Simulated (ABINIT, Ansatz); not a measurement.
# How the form of the self-energy moves the gap of CdF2 (Fm-3m)

Aim: compare treatments of exchange, screening and correlation for the gap of CdF2 (Fm-3m).

Main program and level: ABINIT 10.8.3; PBE and many-body steps on it, plane waves.

This is a report of a sequence of runs, with most program output left out.

**1. The starting structure**

Symmetry: Fm-3m, No. 225, cubic system. Conventional cell: a = 5.388 Å, b = 5.388 Å, c = 5.388 Å, α = 90.00°, β = 90.00°, γ = 90.00°. Nearest to Cd lie 8 F at 2.33 Å. Nearest to F lie 4 Cd at 2.33 Å. Farther neighbours and most contacts between anions are not listed.

The cell and positions come from the Crystallography Open Database and are kept as given unless a step says otherwise.

**2. Empty states on the mesh, 4×4×4 mesh, 141 bands**

This step: ABINIT 10.8.3; DFT, PBE, plane waves, norm-conserving pseudopotentials.

The sums over transitions need many empty states on a uniform mesh; this step solves for them.

Contents of run.abi:

```
acell 3*1.0 Angstrom
rprim 
  0.000000000000 2.694000000000 2.694000000000
  2.694000000000 -0.000000000000 2.694000000000
  2.694000000000 2.694000000000 -0.000000000000
ntypat 2
znucl 48 9
natom 3
typat 1 2 2
xred 
  0.000000000000 0.000000000000 0.000000000000
  0.250000000000 0.250000000000 0.250000000000
  0.750000000000 0.750000000000 0.750000000000
pp_dirpath "pseudos"
pseudos "Cd.upf, F.upf"
ecut 47
ngkpt 4 4 4
nshiftk 1
shiftk 0 0 0
kptopt 1
chksymbreak 0
irdden 1
istwfk *1
nband 141
prtvol 0
optdriver 6
gwr_task "HDIAGO"
paral_kgb 0
occopt 1
indata_prefix "in"
outdata_prefix "out"
tmpdata_prefix "tmp"
```

Started as:

```sh
$ OMP_NUM_THREADS=1 mpirun -n 4 abinit run.abi > log
```

Run time: 75 s. Hardware: 4 MPI ranks of Arm Neoverse V2, shared host; peak memory 3.8 GiB; 5 min of CPU time.

This step gave:

```yaml
gap: 3.124 eV
k_of_the_valence_top: -0.25, 0.5, 0.25
k_of_the_conduction_bottom: 0, 0, 0
least_direct_gap: 3.619 eV
k_points_computed: 8
lowest_point_of_the_top_converged_band_above_the_valence_top: 112.1025 eV
```

On this mesh the gap is 3.124 eV.

The density comes from a self-consistent run that is not shown.

**3. Screening, 4×4×4 mesh, 64 bands, screening to 141.5 eV**

The RPA dielectric matrix is built and inverted for each q.

This step: RPA screening on PBE, plane waves, norm-conserving pseudopotentials.

Edit run.abi of step 2 so:

```diff
@@ -21,10 +21,11 @@
 chksymbreak 0
-irdden 1
 istwfk *1
-nband 141
-prtvol 0
-optdriver 6
-gwr_task "HDIAGO"
-paral_kgb 0
 occopt 1
+irdwfk 1
+optdriver 3
+nband 64
+ecuteps 5.2
+inclvkb 2
+awtr 1
+symchi 1
 indata_prefix "in"
```

Wall time 16 s (4 MPI ranks); peak memory 0.84 GiB; 63 s of CPU time.

This step gave:

```
ε∞ with local fields, on this mesh, along the program's q direction : 2.745
the same without local fields                                       : 2.884
plasma frequency                                                    : 34.62 eV
plane waves in the screening matrix                                 : 169
```

Local fields lower ε∞ by 5 %. On a Γ-centred mesh this coarse the value itself is usually too large, while a short band sum pulls it down.

**4. G0W0, Godby-Needs plasmon pole**

The self-energy is evaluated for the states that the input lists, and the levels follow from it, in one-shot runs by the linearised quasiparticle equation.

This step: G0W0 on PBE, plane waves, norm-conserving pseudopotentials.

Edit run.abi of step 3 so:

```diff
@@ -24,8 +24,17 @@
 irdwfk 1
-optdriver 3
+optdriver 4
 nband 64
+gwcalctyp 0
+ecutsigx 47
+symsigma 1
+nkptgw 2
+kptgw 
+  -0.2500000000 0.5000000000 0.2500000000
+  0.0000000000 0.0000000000 0.0000000000
+bdgw 
+  16 19
+  15 21
 ecuteps 5.2
-inclvkb 2
-awtr 1
-symchi 1
+irdscr 1
+ppmodel 1
 indata_prefix "in"
```

Elapsed: 5.3 s, on 4 MPI ranks; peak memory 0.7 GiB.

Numbers from this step:

```yaml
g0w0_gap_on_the_points_computed: 5.344 eV
starting_gap_on_the_mesh: 3.124 eV
k_of_the_valence_top: -0.25, 0.5, 0.25
k_of_the_conduction_bottom: 0, 0, 0
z_at_the_valence_top: 0.802
z_at_the_conduction_bottom: 0.875
least_direct_g0w0_gap_on_the_computed_points: 6.097 eV
```

The gap on the mesh goes from 3.12 eV to 5.34 eV, a correction of +2.22 eV.

**5. G0W0, von der Linden-Horsch plasmon pole**

Edit run.abi of step 4 so:

```diff
@@ -38,3 +38,3 @@
 irdscr 1
-ppmodel 1
+ppmodel 3
 indata_prefix "in"
```

It took 4 s on 4 MPI ranks; peak memory 0.64 GiB; 15 s of CPU time.

Numbers from this step:

```
G0W0 gap on the points computed              : 5.262 eV
starting gap on the mesh                     : 3.124 eV
k of the valence top                         : -0.25, 0.5, 0.25
k of the conduction bottom                   : 0, 0, 0
Z at the valence top                         : 0.884
Z at the conduction bottom                   : 0.927
least direct G0W0 gap on the computed points : 6.033 eV
```

Against G0W0 in ABINIT (4×4×4 mesh, 64 bands, screening to 141.5 eV, Godby-Needs plasmon pole), the gap moves by −0.082 eV.

**6. G0W0, Hybertsen-Louie plasmon pole**

Edit run.abi of step 5 so:

```diff
@@ -38,3 +38,3 @@
 irdscr 1
-ppmodel 3
+ppmodel 2
 indata_prefix "in"
```

It took 5.2 s on 4 MPI ranks; peak memory 0.69 GiB; 21 s of CPU time.

This step gave:

| Quantity | Value |
| --- | --- |
| G0W0 gap on the points computed | 5.873 eV |
| starting gap on the mesh | 3.124 eV |
| k of the valence top | -0.25, 0.5, 0.25 |
| k of the conduction bottom | 0, 0, 0 |
| least direct G0W0 gap on the computed points | 6.377 eV |

Against G0W0 in ABINIT (4×4×4 mesh, 64 bands, screening to 141.5 eV, Godby-Needs plasmon pole), the gap moves by +0.529 eV.

**7. One-shot COHSEX**

This step: one-shot COHSEX on PBE, plane waves, norm-conserving pseudopotentials.

Edit run.abi of step 6 so:

```diff
@@ -26,3 +26,3 @@
 nband 64
-gwcalctyp 0
+gwcalctyp 7
 ecutsigx 47
@@ -38,3 +38,2 @@
 irdscr 1
-ppmodel 2
 indata_prefix "in"
```

Wall time 3 s (4 MPI ranks); peak memory 0.24 GiB; 12 s of CPU time.

This step gave:

```yaml
quasiparticle_gap_on_the_points_computed: 6.578 eV
starting_gap_on_the_mesh: 3.124 eV
k_of_the_valence_top: -0.25, 0.5, 0.25
k_of_the_conduction_bottom: 0, 0, 0
least_direct_quasiparticle_gap_on_the_computed_points: 7.321 eV
```

Against G0W0 in ABINIT (4×4×4 mesh, 64 bands, screening to 141.5 eV, Godby-Needs plasmon pole), the gap moves by +1.234 eV.

**8. One-shot Hartree-Fock**

This step: one-shot Hartree-Fock on PBE, plane waves, norm-conserving pseudopotentials.

Edit run.abi of step 7 so:

```diff
@@ -25,4 +25,4 @@
 optdriver 4
-nband 64
-gwcalctyp 7
+nband 21
+gwcalctyp 5
 ecutsigx 47
@@ -36,4 +36,4 @@
   15 21
-ecuteps 5.2
-irdscr 1
+ixc_sigma 40
+fftgw 31
 indata_prefix "in"
```

It took 2.8 s on 4 MPI ranks; peak memory 0.22 GiB; 11 s of CPU time.

This step gave:

```
quasiparticle gap on the points computed              : 14.77 eV
starting gap on the mesh                              : 3.124 eV
k of the valence top                                  : -0.25, 0.5, 0.25
k of the conduction bottom                            : 0, 0, 0
least direct quasiparticle gap on the computed points : 15.41 eV
```

Against G0W0 in ABINIT (4×4×4 mesh, 64 bands, screening to 141.5 eV, Godby-Needs plasmon pole), the gap moves by +9.427 eV.

**9. Screening, 4×4×4 mesh, 64 bands, screening to 141.5 eV**

This step: RPA screening on PBE, plane waves, norm-conserving pseudopotentials.

Edit run.abi of step 8 so:

```diff
@@ -24,16 +24,14 @@
 irdwfk 1
-optdriver 4
-nband 21
-gwcalctyp 5
-ecutsigx 47
-symsigma 1
-nkptgw 2
-kptgw 
-  -0.2500000000 0.5000000000 0.2500000000
-  0.0000000000 0.0000000000 0.0000000000
-bdgw 
-  16 19
-  15 21
-ixc_sigma 40
-fftgw 31
+optdriver 3
+nband 64
+ecuteps 5.2
+inclvkb 2
+awtr 1
+symchi 1
+gwcalctyp 2
+nfreqre 16
+freqremax 40 eV
+nfreqim 8
+spmeth 1
+nomegasf 120
 indata_prefix "in"
```

Elapsed: 23 s, on 4 MPI ranks; peak memory 1 GiB; 92 s of CPU time.

Numbers from this step:

| Property | Result |
| --- | --- |
| ε∞ with local fields, on this mesh, along the program's q direction | 2.761 |
| the same without local fields | 2.901 |
| plasma frequency | 34.62 eV |
| plane waves in the screening matrix | 169 |

**10. G0W0, contour deformation**

This step: G0W0 on PBE, plane waves, norm-conserving pseudopotentials.

Edit run.abi of step 9 so:

```diff
@@ -24,14 +24,16 @@
 irdwfk 1
-optdriver 3
+optdriver 4
 nband 64
+gwcalctyp 2
+ecutsigx 47
+symsigma 1
+nkptgw 2
+kptgw 
+  -0.2500000000 0.5000000000 0.2500000000
+  0.0000000000 0.0000000000 0.0000000000
+bdgw 
+  16 19
+  15 21
 ecuteps 5.2
-inclvkb 2
-awtr 1
-symchi 1
-gwcalctyp 2
-nfreqre 16
-freqremax 40 eV
-nfreqim 8
-spmeth 1
-nomegasf 120
+irdscr 1
 indata_prefix "in"
```

Elapsed: 4.4 s, on 4 MPI ranks; peak memory 0.75 GiB.

This step gave:

```yaml
g0w0_gap_on_the_points_computed: 5.323 eV
starting_gap_on_the_mesh: 3.124 eV
k_of_the_valence_top: -0.25, 0.5, 0.25
k_of_the_conduction_bottom: 0, 0, 0
least_direct_g0w0_gap_on_the_computed_points: 6.052 eV
```

Against G0W0 in ABINIT (4×4×4 mesh, 64 bands, screening to 141.5 eV, Godby-Needs plasmon pole), the gap moves by −0.021 eV.

**11. Side by side**

Times are wall times on 4 MPI ranks of Arm Neoverse V2, shared host, good to a factor of about two. A run's time includes the screening step that it read.

```csv
run,mesh,bands,screening cutoff (eV),DFT gap (eV),gap on the mesh (eV),direct (eV),ε∞ used,time
"G0W0, Godby-Needs plasmon pole",4×4×4,64,141.5,3.124,5.344,6.097,2.75,21 s
"G0W0, von der Linden-Horsch plasmon pole",4×4×4,64,141.5,3.124,5.262,6.033,2.75,20 s
"G0W0, Hybertsen-Louie plasmon pole",4×4×4,64,141.5,3.124,5.873,6.377,2.75,21 s
one-shot COHSEX,4×4×4,64,141.5,3.124,6.578,7.321,2.75,19 s
one-shot Hartree-Fock,4×4×4,-,-,3.124,14.771,15.414,-,2.8 s
"G0W0, contour deformation",4×4×4,64,141.5,3.124,5.323,6.052,2.76,27 s
```

**12. Outcome**

| Quantity | Value |
| --- | --- |
| G0W0, Godby-Needs plasmon pole | 5.344 eV |
| G0W0, von der Linden-Horsch plasmon pole | 5.262 eV |
| G0W0, Hybertsen-Louie plasmon pole | 5.873 eV |
| one-shot COHSEX | 6.578 eV |
| one-shot Hartree-Fock | 14.771 eV |
| G0W0, contour deformation | 5.323 eV |
| known limits | not at the basis limit; d shell near the gap, gap tends to lie low; no spin-orbit coupling; coarse k mesh |

G0W0, von der Linden-Horsch plasmon pole: −0.082 eV against G0W0, Godby-Needs plasmon pole. G0W0, Hybertsen-Louie plasmon pole: +0.529 eV against G0W0, Godby-Needs plasmon pole. One-shot COHSEX: +1.234 eV against G0W0, Godby-Needs plasmon pole. One-shot Hartree-Fock: +9.427 eV against G0W0, Godby-Needs plasmon pole. G0W0, contour deformation: −0.021 eV against G0W0, Godby-Needs plasmon pole. Bare exchange alone opens the gap to 14.77 eV; against G0W0, correlation takes back 9.43 eV. Static COHSEX lies above G0W0: it lacks the factor Z and overstates the Coulomb hole of the filled states. Bands and cutoff are finite, so the gap is not at the basis limit. The miss can reach some tenths of an eV and take either sign; the mesh is an error of its own. In the G0W0 runs levels were corrected at 2 k points alone, so a gap called «on the mesh» is the least over those, and an edge elsewhere would be missed. The 4×4×4 mesh is coarse for this cell, which bears on the long-range parts of exchange and screening. A d shell, filled or nearly so, lies near the gap. One-shot GW converges very slowly in bands there, not always from below, and on a semilocal start the gap tends to come out low; starts rich in exact exchange can overshoot instead. The many-body steps are scalar-relativistic: spin-orbit coupling is not in them.

[Paths, hosts, dates, memory and timing lines, banners, echoed tables and standing remarks are left out of the program output.]

[Logs are printed without paths, hosts, clocks, repeated set-up lines and the standing remarks that a program may print on its own settings, such as how far it seeks lower states.]

[Runs of the session that timed out or met a known fault of the program may be left out.]

[Hosts, paths, dates, database ids (printed as entryN), source tags and the programs' standing remarks are cut or masked in the printed files.]

[G0W0 gaps are taken among the corrected bands and points alone; a level outside them can change the order at an edge.]

[Where Ansatz stands beside ABINIT at settings called matched, ABINIT's density can come from a denser mesh and the files from another edition; pairs whose starting gaps differed by over 0.03 eV were left out, so agreement reads better than it is.]
